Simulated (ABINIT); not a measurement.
Computed results, one entry a study.

## InSe (R3m): one start, several treatments of the self-energy

It takes space group R3m (No. 160, trigonal). The conventional cell has a = 4.000 Å, b = 4.000 Å, c = 25.320 Å, α = 90.00°, β = 90.00°, γ = 120.00°. Nearest to In lie 3 Se at 2.64 Å and 1 In at 2.82 Å. Nearest to In lie 3 Se at 2.63 Å and 1 In at 2.82 Å. Nearest to Se lie 3 In at 2.64 Å. Se has 3 In at 2.63 Å nearest. Farther neighbours, and contacts between anions beyond the nearest, are not listed.

```xyz
4
Lattice="2.0000 1.1547 8.4400 -2.0000 1.1547 8.4400 0.0000 -2.3094 8.4400" Properties=species:S:1:pos:R:3 pbc="T T T"
In    0.0000    0.0000    0.0000
In    0.0000    0.0000    2.8206
Se    0.0000    0.0000   15.6098
Se    0.0000    0.0000   20.9675
```

| Quantity | Value |
| --- | --- |
| method | RPA screening on LDA, plane waves, norm-conserving pseudopotentials (and 3 further levels or steps) |
| program | ABINIT 10.8.3 |
| settings | cutoff 39 Ha, PseudoDojo scalar-relativistic 0.4.1 standard, norm-conserving, potential set dojo-sr-lda-0.4.1-standard, ngkpt (4, 4, 4), nband 175, ecuteps 4.5 Ha, inclvkb 2, shiftk (0, 0, 0), symchi 1, awtr 1, frequency ppm, 4×4×4 k-mesh |
| cost | 7 runs, 50 min in all on 8 MPI ranks of Arm Neoverse N1, shared host |
| notes | The database entry behind the starting cell differs from other determinations of this structure. The program’s warnings: nkpt*nsppol () is not a multiple of nproc spkpt (). The cell and positions come from the Crystallography Open Database and are kept as given unless a step says otherwise. Limits: mesh may overstate the screening; no spin-orbit coupling. The norm-conserving file of at least one element keeps a d shell over frozen s and p shells of the same row. Exchange with those shells is missing from the self-energy, an error of 0.3 to 0.9 eV in cases checked, whose sign depends on which edge lies on those atoms. For the LDA start: The RPA ε∞ on this mesh reaches over 25; with a narrow direct gap a coarse mesh can overstate it, and the correction is then too small. |
| G0W0, Godby-Needs plasmon pole | 0.997 eV |
| G0W0, Hybertsen-Louie plasmon pole | 0.901 eV |
| G0W0, von der Linden-Horsch plasmon pole | 0.993 eV |
| G0W0, Engel-Farid plasmon pole | 0.909 eV |
| one-shot Hartree-Fock | 5.188 eV |
| known limits | short of the basis limit; exchange with frozen shells missing; mesh may overstate the screening; no spin-orbit coupling |

G0W0, Hybertsen-Louie plasmon pole: −0.096 eV against G0W0, Godby-Needs plasmon pole. G0W0, von der Linden-Horsch plasmon pole: −0.004 eV against G0W0, Godby-Needs plasmon pole.

[Long decimals in the printed logs are rounded to 6 places.]

[Logs are printed without paths, hosts, clocks, repeated set-up lines and the standing remarks that a program may print on its own settings, such as how far it seeks lower states.]

[Paths, hosts, dates, memory and timing lines, banners, echoed tables and standing remarks are left out of the program output; an Ansatz launch command may be rebuilt from the run's recorded settings. Measured values are a selection of at most five: reports struck by readers or far from the other reports are left out. None is set beside runs whose start may be inverted or whose files or cutoffs have a known fault.]

[Runs of the session that timed out or met a known fault of the program may be left out.]

[Hosts, paths, dates, database ids (printed as entryN), source tags and the programs' standing remarks are cut or masked in the printed files.]

[G0W0 gaps are taken among the corrected bands and points alone; a level outside them can change the order at an edge.]

[Where Ansatz stands beside ABINIT at settings called matched, ABINIT's density can come from a denser mesh and the files from another edition; pairs whose starting gaps differed by over 0.03 eV were left out, so agreement reads better than it is.]
